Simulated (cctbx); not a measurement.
# Na2Ag2GeSe4 across an absorption edge

Space group Fddd (no. 70, origin choice 1), a = 6.4030 Å, b = 13.6790 Å, c = 21.2440 Å, α = 90.00°, β = 90.00°, γ = 90.00°.

```csv
atom,mult.,x,y,z,Ueq (Å²)
Ag1,16,1/4,3/4,0.6752,0.0034
Se1,32,0.5444,0.6440,0.8082,0.0039
Ge1,8,3/4,3/4,3/4,0.0038
Na1,16,3/4,3/4,0.5614,0.0053
```

The model is made up (kin elements in a known structure type, no relaxation), so it says nothing on whether the phase exists.

Calculated with cctbx: free-atom f′ and f″ from the Sasaki tables, no fine structure; amplitudes in electrons.

| E (eV) | F 3 1 1 | F 1 3 1 | F 1 1 3 | F 2 4 4 |
| --- | --- | --- | --- | --- |
| 24914 | 550.7 | 51.1 | 435.0 | 196.6 |
| 25264 | 542.8 | 43.2 | 436.4 | 196.6 |
| 25394 | 536.1 | 36.5 | 437.7 | 196.6 |
| 25454 | 529.7 | 30.0 | 438.8 | 196.6 |
| 25484 | 523.3 | 23.7 | 440.0 | 196.6 |
| 25499 | 517.0 | 17.6 | 441.1 | 196.6 |
| 25506 | 511.8 | 12.6 | 442.1 | 196.6 |
| 25510 | 506.1 | 7.7 | 443.1 | 196.6 |
| 25518 | 495.7 | 26.6 | 445.2 | 196.6 |
| 25522 | 509.7 | 26.7 | 442.6 | 196.6 |
| 25529 | 516.9 | 29.6 | 441.3 | 196.6 |
| 25544 | 524.3 | 33.9 | 439.9 | 196.6 |
| 25574 | 531.4 | 39.0 | 438.7 | 196.6 |
| 25664 | 540.6 | 46.3 | 437.0 | 196.6 |
| 25914 | 550.4 | 54.8 | 435.2 | 196.6 |

**Question.** Which edge is crossed, and why do the reflections move as they do?

The K edge of Ag. The edge is at 25514 eV. f′ of Ag falls from -4.8 e at 25394 eV to -7.8 e at 4 eV below it, and f″ steps from 0.55 to 3.62 e across it. Over that approach |F| changes by -6 % (3 1 1), -79 % (1 3 1), +1 % (1 1 3) and +0 % (2 4 4): a reflection falls where Ag scatters in phase with the total and rises where it scatters against it; it hardly moves where the Ag term is small or cancels by symmetry. Above the edge the larger f″ enters the imaginary part, where it can add to or cancel the other atoms' f″. The structure is centrosymmetric, so Friedel mates stay equal.

[Logs are printed without paths, hosts, clocks, repeated set-up lines and the standing remarks that a program may print on its own settings, such as how far it seeks lower states.]
